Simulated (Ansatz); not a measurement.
# HfTc3, from a guessed structure to a relaxed one

Starting from a made-up structure for HfTc3, the aim is the relaxed cell, its shortest contacts and, where a second run follows, its electronic structure.

Program: Ansatz 0.2.0. Level of theory: DFT, r2SCAN, plane-wave PAW, files of the set soft_1, scalar-relativistic, no spin, cell and ions relaxed at zero pressure; PAW set ansatz+soft_1. Results are calculated unless marked as measured.

## Step 1: The structure

The structure is hexagonal, space group P-6m2 (No. 187). The conventional cell has a = 2.865 Å, b = 2.865 Å, c = 9.124 Å, α = 90.00°, β = 90.00°, γ = 120.00°. Nearest to Hf lie 6 Hf at 2.87 Å and 6 Tc at 2.88 Å. Tc has 9 Tc at 2.76 to 2.87 Å and 3 Hf at 2.88 Å nearest. Tc has 12 Tc at 2.76 to 2.87 Å nearest. Farther neighbours are not listed.

## Step 2: Relaxing cell and atoms

The guessed cell has no reason to be at equilibrium. It is relaxed with the atoms, within the space group of the guess.

input.yaml

```yaml
crystal:
  lattice:
    - [2.865, 0.0, 0.0]
    - [-1.4325, 2.481162782, 0.0]
    - [0.0, 0.0, 9.124]
  atoms:
    - { symbol: Hf, position: [0.0, 0.0, 0.5] }
    - { symbol: Tc, position: [0.333333333, 0.666666667, 0.2417] }
    - { symbol: Tc, position: [0.333333333, 0.666666667, 0.7583] }
    - { symbol: Tc, position: [0.0, 0.0, 0.0] }
kpoints:
  mp_grid: { grid: [11, 11, 3] }
scf:
  occupations: { method: fermi_dirac, width: 0.05 }
hamiltonian:
  xc: r2scan
  pseudopotentials: { kind: paw, azcp: { Hf: "soft_1/Hf.paw.azcp" } }
relax:
  f_tol: 0.015
  max_steps: 70
  cell: {}
output:
  forces: true
  stress: true
```

Started as:

```console
$ ansatz run input.yaml --threads 4 --pin off --max-ram 8192MiB --backend cpu --events-out ev --progress --plain --runs-dir out
```

Numbers of over 12 decimals in the logs are rounded to 6 here.

Log:

```text
Engine: ansatz 0.2.0, aarch64-unknown-linux-gnu
Pseudopotentials: kind: paw
Pseudopotential: Hf, paw, valence charge 26, recommended cutoff 500 eV (meta_gga), soft_1/Hf.paw.azcp
Pseudopotential: Tc, paw, valence charge 15, recommended cutoff 500 eV (normal), Tc.paw.azcp
Functional definition: r2SCAN
  parameter k0 = 0.174
  parameter k1 = 0.065
  parameter a1 = 4.9479
  exchange = r2scan_x(k0 = k0, k1 = k1, a1 = a1)
  correlation = r2scan_c
Crystal: 4 atoms, lattice volume = 64.858 Å³
Basis set: ecut = 500 eV, 1641 PW (Γ), exchange–correlation on 96×96×288 points (64 copies of the dense FFT grid, shifted against one another)
Bands: 43, of which v1, the nominal top of the filled ones, is band 36 counted from 1 (35 counted from 0)
Symmetry: 12 space group operations
Space group: P-6m2 (ITA 187), of the structure as read, at distance tolerance 4.0e-5 Å
k-points: 32 of 363 (time reversal used)
Non-local potential: Hf, projectors of the file, l = 0: 3, l = 1: 2, l = 2: 2, l = 3: 3
Non-local potential: Tc, projectors of the file, l = 0: 3, l = 1: 3, l = 2: 2, l = 3: 2
PAW form: soft (Blöchl's): semilocal exchange-correlation on the pseudo side does not see the compensation charge
PAW frozen core: Hf, regenerated for the run's functional (the file was generated under x = pbe(κ = 0.804, μ = 0.219515), c = pbe(β = 0.066725))
PAW frozen core: Tc, regenerated for the run's functional (the file was generated under x = pbe(κ = 0.804, μ = 0.219515), c = pbe(β = 0.066725))
PAW one-centre angular grid: Hf, 974 points (default); XC on 224 Gauss nodes
PAW one-centre angular grid: Tc, 590 points (default); XC on 160 Gauss nodes
Initial density: superposition of atomic densities (chi_scale 0.1, normalization cell, long waves 10 % of neutral atoms (reshape's long-wave potential 1.10 eV rms, cloud 3.22 Å wide))
Initial wavefunctions: pseudopotential atomic-orbital guess
Functional: x = r2scan, c = r2scan; τ floored in thin density (d = 2e-4 eV/Å³)
SCF iter   1: F=—  HF=-31989.552076 eV  |F-HF|=—  |Δ(HF+E_count)|=         —  Δρ=2.86e-1  dr2=5.96e2  dr2_τ=1.11e1  ethr=3.10e-3  ⟨swp⟩=5.9  Hψ=4568  notcnv=0  defer=3
preconditioner: auto → Kerker (q_TF=auto, 2.770 Å⁻¹)  [metal: Δε(μ)=0.006 eV  Ē_g=11.258 eV  σ=0.050 eV  W_gap=0.03  n_scr=26 (ndim 8)  ℏωp=28.8 eV  f_vac=0.000  D(μ)=4.23/eV (n_scr^D=50)]
SCF iter   2: F=—  HF=-31962.471839 eV  |F-HF|=—  |Δ(HF+E_count)|=    2.71e1  Δρ=9.98e-2  dr2=1.33e1  dr2_τ=1.52e1  ethr=3.10e-3  ⟨swp⟩=4.0  Hψ=3934  notcnv=0  defer=18
SCF iter   3: F=—  HF=-31962.860177 eV  |F-HF|=—  |Δ(HF+E_count)|=   3.88e-1  Δρ=7.77e-2  dr2=3.45e1  dr2_τ=3.57e0  ethr=3.10e-3  ⟨swp⟩=3.1  Hψ=3725  notcnv=0  defer=24
SCF iter   4: F=—  HF=-31961.956983 eV  |F-HF|=—  |Δ(HF+E_count)|=   9.03e-1  Δρ=3.10e-2  dr2=1.58e0  dr2_τ=1.87e-1  ethr=3.10e-3  ⟨swp⟩=2.7  Hψ=2157  notcnv=0  defer=18
SCF iter   5: F=—  HF=-31961.948129 eV  |F-HF|=—  |Δ(HF+E_count)|=   8.85e-3  Δρ=2.96e-2  dr2=1.78e0  dr2_τ=3.37e-1  ethr=2.23e-3  ⟨swp⟩=2.3  Hψ=2666  notcnv=0  defer=18
SCF iter   6: F=—  HF=-31961.800507 eV  |F-HF|=—  |Δ(HF+E_count)|=   1.48e-1  Δρ=8.91e-3  dr2=1.10e-1  dr2_τ=9.01e-3  ethr=2.23e-3  ⟨swp⟩=2.1  Hψ=2235  notcnv=0  defer=19
SCF iter   7: F=—  HF=-31961.788916 eV  |F-HF|=—  |Δ(HF+E_count)|=   1.16e-2  Δρ=4.77e-3  dr2=3.30e-2  dr2_τ=5.29e-3  ethr=1.55e-4  ⟨swp⟩=2.1  Hψ=2488  notcnv=0  defer=20
SCF iter   8: F=—  HF=-31961.788651 eV  |F-HF|=—  |Δ(HF+E_count)|=   2.65e-4  Δρ=1.63e-3  dr2=3.38e-3  dr2_τ=1.03e-4  ethr=4.64e-5  ⟨swp⟩=1.1  Hψ=1383  notcnv=0  defer=20
SCF iter   9: F=—  HF=-31961.788482 eV  |F-HF|=—  |Δ(HF+E_count)|=   1.69e-4  Δρ=4.28e-4  dr2=2.98e-4  dr2_τ=8.54e-6  ethr=4.76e-6  ⟨swp⟩=2.1  Hψ=2051  notcnv=0  defer=20
SCF iter  10: F=—  HF=-31961.788494 eV  |F-HF|=—  |Δ(HF+E_count)|=   1.11e-5  Δρ=1.27e-4  dr2=1.13e-5  dr2_τ=1.42e-6  ethr=4.20e-7  ⟨swp⟩=2.4  Hψ=2238  notcnv=0  defer=20
SCF iter  11: F=—  HF=-31961.788505 eV  |F-HF|=—  |Δ(HF+E_count)|=   1.14e-5  Δρ=3.39e-5  dr2=2.68e-6  dr2_τ=3.18e-7  ethr=1.60e-8  ⟨swp⟩=2.0  Hψ=2161  notcnv=0  defer=20
SCF iter  12: F=—  HF=-31961.788505 eV  |F-HF|=—  |Δ(HF+E_count)|=   2.15e-7  Δρ=1.88e-5  dr2=8.28e-7  dr2_τ=8.23e-8  ethr=3.78e-9  ⟨swp⟩=2.2  Hψ=1836  notcnv=0  defer=20
SCF iter  13: F=—  HF=-31961.788505 eV  |F-HF|=—  |Δ(HF+E_count)|=   1.37e-8  Δρ=9.54e-6  dr2=1.58e-7  dr2_τ=3.56e-8  ethr=1.17e-9  ⟨swp⟩=2.0  Hψ=1764  notcnv=0  defer=20
SCF iter  14: F=-31961.788505 eV  HF=-31961.788505 eV  |F-HF|=2.40e-8  |Δ(HF+E_count)|=   1.70e-8  Δρ=3.95e-6  dr2=2.61e-8  dr2_τ=2.65e-10  ethr=1.41e-10  ⟨swp⟩=4.0  Hψ=4424  notcnv=0
SCF 1 converged in 14 iterations: F = -31961.788505 eV  dr2 = 2.61e-8
  greatest PAW one-centre occupation: 0.998 electrons in one spin orbital (limit 2), on the Hf atom at site 0 (counted from 0), in its partial waves of l = 3
relax step   1: F+E_penalty+E_count = -31961.78850511 eV  Δ(F+E_penalty+E_count) = +0.000e0 eV  max|allowed force component| = 1.475e0 eV/Å  Δτ_max = 0.0000 Å  P = -7.229 GPa  Ω = 64.858 Å³  (14 SCF iters, dr2 threshold 1.00e-7 eV, accepted)
Crystal: 4 atoms, lattice volume = 61.039 Å³
Basis set: ecut = 500 eV, 1531 PW (Γ), exchange–correlation on 96×96×288 points (64 copies of the dense FFT grid, shifted against one another)
Initial density: handed on by an earlier stage of this run
Initial wavefunctions: those handed on with the density
iter 1 solved again at ethr=7.80e-4 eV; its pass at ethr=3.10e-3 eV (dr2=5.54e-1 eV) is discarded
SCF iter   1: F=—  HF=-31961.466252 eV  |F-HF|=—  |Δ(HF+E_count)|=         —  Δρ=2.75e-2  dr2=5.52e-1  dr2_τ=2.04e1  ethr=7.80e-4  ⟨swp⟩=1.5  Hψ=6815  notcnv=0
preconditioner: auto → Kerker (q_TF=auto, 2.798 Å⁻¹)  [metal: Δε(μ)=0.026 eV  Ē_g=8.252 eV  σ=0.050 eV  W_gap=0.13  n_scr=24 (ndim 8)  ℏωp=29.7 eV  f_vac=0.000  D(μ)=4.69/eV (n_scr^D=52)]
SCF iter   2: F=—  HF=-31961.812990 eV  |F-HF|=—  |Δ(HF+E_count)|=   3.47e-1  Δρ=1.71e-2  dr2=2.50e-1  dr2_τ=8.25e-2  ethr=7.78e-4  ⟨swp⟩=2.3  Hψ=2766  notcnv=0
SCF iter   3: F=—  HF=-31961.794753 eV  |F-HF|=—  |Δ(HF+E_count)|=   1.82e-2  Δρ=8.71e-3  dr2=3.22e-2  dr2_τ=1.04e-2  ethr=3.52e-4  ⟨swp⟩=2.0  Hψ=1757  notcnv=0  defer=21
SCF iter   4: F=—  HF=-31961.793340 eV  |F-HF|=—  |Δ(HF+E_count)|=   1.41e-3  Δρ=4.41e-3  dr2=8.27e-3  dr2_τ=1.23e-3  ethr=4.54e-5  ⟨swp⟩=2.0  Hψ=2584  notcnv=0  defer=22
SCF iter   5: F=—  HF=-31961.794934 eV  |F-HF|=—  |Δ(HF+E_count)|=   1.59e-3  Δρ=1.15e-3  dr2=9.51e-4  dr2_τ=1.02e-4  ethr=1.17e-5  ⟨swp⟩=2.2  Hψ=2459  notcnv=0  defer=22
[...]
SCF iter   3: F=—  HF=-31962.035024 eV  |F-HF|=—  |Δ(HF+E_count)|=   1.17e-2  Δρ=6.21e-3  dr2=9.31e-2  dr2_τ=2.31e-2  ethr=2.57e-4  ⟨swp⟩=2.1  Hψ=2372  notcnv=0  defer=1
SCF iter   4: F=—  HF=-31962.032100 eV  |F-HF|=—  |Δ(HF+E_count)|=   2.92e-3  Δρ=2.85e-3  dr2=1.76e-2  dr2_τ=9.77e-4  ethr=1.31e-4  ⟨swp⟩=1.3  Hψ=1447  notcnv=0  defer=1
SCF iter   5: F=—  HF=-31962.032120 eV  |F-HF|=—  |Δ(HF+E_count)|=   1.98e-5  Δρ=8.23e-4  dr2=3.67e-4  dr2_τ=3.09e-5  ethr=2.48e-5  ⟨swp⟩=2.2  Hψ=2339  notcnv=0  defer=1
SCF iter   6: F=—  HF=-31962.032266 eV  |F-HF|=—  |Δ(HF+E_count)|=   1.46e-4  Δρ=3.44e-4  dr2=2.52e-4  dr2_τ=1.56e-5  ethr=5.16e-7  ⟨swp⟩=2.1  Hψ=2435  notcnv=0  defer=1
SCF iter   7: F=—  HF=-31962.032210 eV  |F-HF|=—  |Δ(HF+E_count)|=   5.62e-5  Δρ=1.76e-4  dr2=6.50e-5  dr2_τ=5.01e-6  ethr=3.55e-7  ⟨swp⟩=2.0  Hψ=2046  notcnv=0  defer=1
SCF iter   8: F=—  HF=-31962.032203 eV  |F-HF|=—  |Δ(HF+E_count)|=   6.60e-6  Δρ=6.66e-5  dr2=2.75e-6  dr2_τ=3.00e-7  ethr=9.16e-8  ⟨swp⟩=2.1  Hψ=2157  notcnv=0  defer=1
SCF iter   9: F=—  HF=-31962.032205 eV  |F-HF|=—  |Δ(HF+E_count)|=   1.66e-6  Δρ=1.92e-5  dr2=7.37e-7  dr2_τ=2.75e-8  ethr=3.88e-9  ⟨swp⟩=2.6  Hψ=2578  notcnv=0  defer=1
SCF iter  10: F=-31962.032205 eV  HF=-31962.032205 eV  |F-HF|=1.03e-7  |Δ(HF+E_count)|=   3.43e-8  Δρ=1.06e-5  dr2=1.22e-7  dr2_τ=2.55e-8  ethr=5.63e-10  ⟨swp⟩=5.0  Hψ=5772  notcnv=0
SCF 3 converged in 10 iterations: F = -31962.032205 eV  dr2 = 1.22e-7
relax step   3: F+E_penalty+E_count = -31962.03220491 eV  Δ(F+E_penalty+E_count) = -2.375e-1 eV  max|allowed force component| = 1.103e-1 eV/Å  Δτ_max = 0.0982 Å  P = -3.668 GPa  Ω = 64.322 Å³  energy of the carried Pulay correction = +2.048e-4 eV  (10 SCF iters, dr2 threshold 4.00e-7 eV, accepted)
[...]
relax step   4: F+E_penalty+E_count = -31962.02579221 eV  Δ(F+E_penalty+E_count) = +6.413e-3 eV  max|allowed force component| = 3.817e-1 eV/Å  Δτ_max = 0.0341 Å  P = +3.260 GPa  Ω = 62.414 Å³  energy of the carried Pulay correction = +9.473e-4 eV  (9 SCF iters, dr2 threshold 4.00e-7 eV, rejected (line search))
[...]
relax step   5: F+E_penalty+E_count = -31962.04640371 eV  Δ(F+E_penalty+E_count) = -1.420e-2 eV  max|allowed force component| = 3.704e-3 eV/Å  Δτ_max = 0.0010 Å  P = -0.423 GPa  Ω = 63.487 Å³  energy of the carried Pulay correction = +5.270e-4 eV  (14 SCF iters, accepted)
[...]
relax step   6: F+E_penalty+E_count = -31962.04664659 eV  Δ(F+E_penalty+E_count) = -2.429e-4 eV  max|allowed force component| = 1.586e-3 eV/Å  Δτ_max = 0.0009 Å  P = -0.005 GPa  Ω = 63.382 Å³  energy of the carried Pulay correction = +5.677e-4 eV  (6 SCF iters, dr2 threshold 4.00e-7 eV, accepted)
Basis set: ecut = 500 eV, 1591 PW (Γ), exchange–correlation on 96×96×256 points (64 copies of the dense FFT grid, shifted against one another)
Initial wavefunctions: pseudopotential atomic-orbital guess (no wavefunctions were taken with the density)
iter 1 solved again at ethr=5.28e-8 eV; its pass at ethr=3.10e-3 eV (dr2=3.75e-5 eV) is discarded
SCF iter   1: F=—  HF=-31962.046210 eV  |F-HF|=—  |Δ(HF+E_count)|=         —  Δρ=1.20e-4  dr2=9.83e-7  dr2_τ=7.64e-6  ethr=5.28e-8  ⟨swp⟩=3.7  Hψ=8466  notcnv=0
preconditioner: auto → Kerker (q_TF=auto, 2.780 Å⁻¹)  [metal: Δε(μ)=0.014 eV  Ē_g=7.940 eV  σ=0.050 eV  W_gap=0.07  n_scr=24 (ndim 8)  ℏωp=29.1 eV  f_vac=0.000  D(μ)=3.54/eV (n_scr^D=38)]
SCF iter   2: F=—  HF=-31962.046210 eV  |F-HF|=—  |Δ(HF+E_count)|=   6.59e-7  Δρ=6.40e-5  dr2=3.12e-7  dr2_τ=3.73e-7  ethr=1.38e-9  ⟨swp⟩=2.1  Hψ=2458  notcnv=0
SCF iter   3: F=—  HF=-31962.046211 eV  |F-HF|=—  |Δ(HF+E_count)|=   4.14e-7  Δρ=5.62e-6  dr2=2.18e-8  dr2_τ=9.84e-9  ethr=4.40e-10  ⟨swp⟩=2.0  Hψ=2310  notcnv=0
SCF iter   4: F=—  HF=-31962.046211 eV  |F-HF|=—  |Δ(HF+E_count)|=  4.62e-10  Δρ=3.54e-6  dr2=1.62e-8  dr2_τ=3.54e-9  ethr=3.07e-11  ⟨swp⟩=2.0  Hψ=2068  notcnv=0
SCF iter   5: F=—  HF=-31962.046211 eV  |F-HF|=—  |Δ(HF+E_count)|=  2.73e-10  Δρ=1.61e-6  dr2=2.56e-9  dr2_τ=1.26e-10  ethr=2.29e-11  ⟨swp⟩=1.0  Hψ=1378  notcnv=0
SCF iter   6: F=—  HF=-31962.046211 eV  |F-HF|=—  |Δ(HF+E_count)|=  1.56e-10  Δρ=1.10e-6  dr2=1.91e-9  dr2_τ=1.85e-10  ethr=3.61e-12  ⟨swp⟩=2.0  Hψ=2409  notcnv=0
SCF iter   7: F=—  HF=-31962.046211 eV  |F-HF|=—  |Δ(HF+E_count)|=    0.00e0  Δρ=2.38e-7  dr2=4.51e-11  dr2_τ=6.51e-12  ethr=2.69e-12  ⟨swp⟩=2.5  Hψ=1926  notcnv=0
SCF iter   8: F=-31962.046211 eV  HF=-31962.046211 eV  |F-HF|=0.00e0  |Δ(HF+E_count)|=  1.46e-11  Δρ=8.09e-8  dr2=1.02e-11  dr2_τ=1.97e-12  ethr=1.00e-12  ⟨swp⟩=4.6  Hψ=5157  notcnv=0
SCF 7 converged in 8 iterations: F = -31962.046211 eV  dr2 = 1.02e-11
relax step   7: F+E_penalty+E_count = -31962.04621061 eV  Δ(F+E_penalty+E_count) = +4.360e-4 eV  max|allowed force component| = 1.381e-3 eV/Å  Δτ_max = 0.0000 Å  P = -0.004 GPa  Ω = 63.382 Å³  stress off target by 2.02e-2 GPa  SCF on the basis re-selected at this cell (its energy is not comparable with the rows above)  (8 SCF iters)
basis re-selected at this cell: Δ(F+E_penalty+E_count) = +4.360e-4 eV, ΔP = +0.002 GPa vs the last step (what re-selecting the basis moved, of the pressure what is left beyond the Pulay correction that the steps carried, after the strain that the cell walked since its last selection, with what the two solves' SCF thresholds leave and, on support functions, any second-order correction that the steps lacked; it is no measure of the basis error at this ecutwfc). The dense FFT grid was sized anew with the basis: this SCF ran on 24×24×64 points, the steps before it on 24×24×72, so part of this shift can come from that change (see relax.cell in the input reference). [rest of the remark cut]
SCF converged after 8 iterations
Free energy (F): -31962.046211 eV
Harris-Foulkes:  -31962.046211 eV  (|F-HF|=0.00e0)
Internal energy: -31962.017271 eV  (E = F + TS)
E sigma→0 (E₀):  -31962.031741 eV
Entropy (-TS):   -0.028940 eV (-7.235 meV/atom)
Fermi energy:    21.435229 eV
--- Per-component energies (eV) ---
  E_band       = -150.405132
  E_kinetic    = 2285.225509
  E_local      = -10273.666348  (includes V_loc(G=0)·N_el)
  E_nonlocal   = 908.946695
  E_hartree    = 4274.375071
  E_xc         = -956.544123
  E_vxc        = -1279.175396  (∫ρ·V_xc dr)
  E_paw        = -17604.839367  (= ΣΔE_a)
  E_vpaw       = -422.362041  (= ΣTr[D̂ρ^β])
  E_aug_tail   = 0.000009  (compensation charges beyond the density's cutoff)
  E_vtau       = 81.876260  (kinetic-family band-sum trace: ∫τ·v_τ [+ j·A + Jᵃ·Aᵃ] dr)
  E_ewald      = -10595.105646
  E_core_change = -0.409071  (= ΣΔE_core)
  E_smearing   = -0.028940  (= −TS)
  E_closure    = -0.000000  (closes the sum)
  Σ components = -31962.046211   (vs F -31962.046211, Δ=0.00e0)
--- Forces (eV/Å), atoms counted from 1 ---
  atom   1  Hf     0.00000000     0.00000000    -0.00000000
  atom   2  Tc     0.00000000     0.00000000     0.00138068
  atom   3  Tc    -0.00000000     0.00000000    -0.00138068
  atom   4  Tc    -0.00000000     0.00000000    -0.00000000
  max |Σ_I F_I| component: 1.64e-16 eV/Å
--- Stress (GPa, compression-positive) ---
        0.004276      -0.000000      -0.000000
        0.000000       0.004276      -0.000000
       -0.000000      -0.000000      -0.020190
  P = ⅓ Tr σ = -0.0039 GPa (-0.039 kbar)
--- Relaxed structure (6 steps of the walk, 5 accepted, 1 SCFs on fresh bases) ---
  F+E_penalty+E_count = -31962.04621061 eV   max|allowed force component| = 1.381e-3 eV/Å   (the final SCF, on the basis selected at the relaxed cell)
  cell:  # Å, volume = 63.3824 Å³
    - [2.890372, 0.0, 0.0]
    - [-1.445186, 2.503135, 0.0]
    - [0.0, 0.0, 8.760536]
  atoms:
    - { symbol: Hf, position: [1.8503717085702407e-17, -2.775557561562891e-17, 0.5] }
    - { symbol: Tc, position: [0.333333, 0.666667, 0.231285] }
    - { symbol: Tc, position: [0.333333, 0.666667, 0.768715] }
    - { symbol: Tc, position: [1.8503717085702404e-17, -2.775557561562892e-17, -7.605100727649308e-19] }
```

Elapsed: 42 s, on 4 threads of Arm Neoverse V1, shared host; peak memory 0.58 GiB.

Step by step:

| step | energy less that of the first step (eV) | largest force component (eV/Å) | pressure (GPa) | volume (Å³) |
| --- | --- | --- | --- | --- |
| 1 | 0.0000 | 1.4752 | -7.23 | 64.86 |
| 2 | -0.0062 | 1.8686 | 13.21 | 61.04 |
| 3 | -0.2437 | 0.1103 | -3.67 | 64.32 |
| 4 | -0.2373 | 0.3817 | 3.26 | 62.41 |
| 5 | -0.2579 | 0.0037 | -0.42 | 63.49 |
| 6 | -0.2581 | 0.0016 | -0.01 | 63.38 |
| 7* | -0.2577 | 0.0014 | 0.00 | 63.38 |

Relaxation steps marked * repeat the geometry before them on a plane-wave basis chosen anew for their cell, so energy and pressure can jump there. Relaxation step 4 was tried and not accepted.

The run keeps the 12 symmetry operations that it works with, so distortions that break them were not tested.

```csv
"conventional cell, symmetrised",before,after,change
a (Å),2.865,2.890,+0.9 %
b (Å),2.865,2.890,+0.9 %
c (Å),9.124,8.761,-4.0 %
volume (Å³/atom),16.21,15.85,-2.3 %
```

The atoms that moved most (Å, as changes of fractional coordinates times the final cell):

| atom | dx | dy | dz | length |
| --- | --- | --- | --- | --- |
| Tc3 | 0.000 | 0.000 | 0.091 | 0.091 |
| Tc2 | 0.000 | 0.000 | -0.091 | 0.091 |

Final coordinates:

```xyz
4
Lattice="2.8904 0.0000 0.0000 -1.4452 2.5031 0.0000 0.0000 0.0000 8.7605" Properties=species:S:1:pos:R:3 pbc="T T T"
Hf    0.0000    0.0000    4.3803
Tc    0.0000    1.6688    2.0262
Tc    0.0000    1.6688    6.7344
Tc    0.0000    0.0000    0.0000
```

This step gave:

| Item | Value |
| --- | --- |
| free energy | -31962.0462 eV |
| energy at zero smearing | -31962.0317 eV |
| smearing term TS | 0.02894 eV |
| Fermi energy | 21.44 eV |
| electrons | 71 |
| symmetry operations | 12 |
| pressure | -0.003879 GPa |

Shortest distances by pair of elements, guess and relaxed (not always the same contact):

```csv
pair,guess (Å),relaxed (Å)
Tc–Tc,2.757,2.625
Hf–Tc,2.879,2.886
Hf–Hf,2.865,2.890
```

The relaxation ends with a largest force component of 0.0014 eV/Å and a pressure of 0.00 GPa.

## Step 3: Summary of results

```json
{
 "space group, relaxed": "P-6m2",
 "conventional cell": "a = 2.890, b = 2.890, c = 8.761 Å; α = 90.0°, β = 90.0°, γ = 120.0°",
 "volume per atom": "15.85 Å³ (guess 16.21)"
}
```

**Reading.** HfTc3 relaxes to P-6m2 with a = 2.890, b = 2.890 and c = 8.761 Å. The guessed volume was 2 % too large. The space group P-6m2 was held in the relaxation, so the end point is a stationary structure within it and may be a saddle against distortions or other arrangements. Mesh and cutoff weren't tested. Spin-orbit coupling is left out, which can matter for elements this heavy. No dispersion term is used, so weakly bound directions may come out too long. Nothing here tests whether the compound is stable against decomposition.

[Logs are printed without paths, hosts, clocks, repeated set-up lines and the standing remarks that a program may print on its own settings, such as how far it seeks lower states.]

[Hosts, paths, dates, database ids (printed as entryN), source tags and the programs' standing remarks are cut or masked in the printed files.]
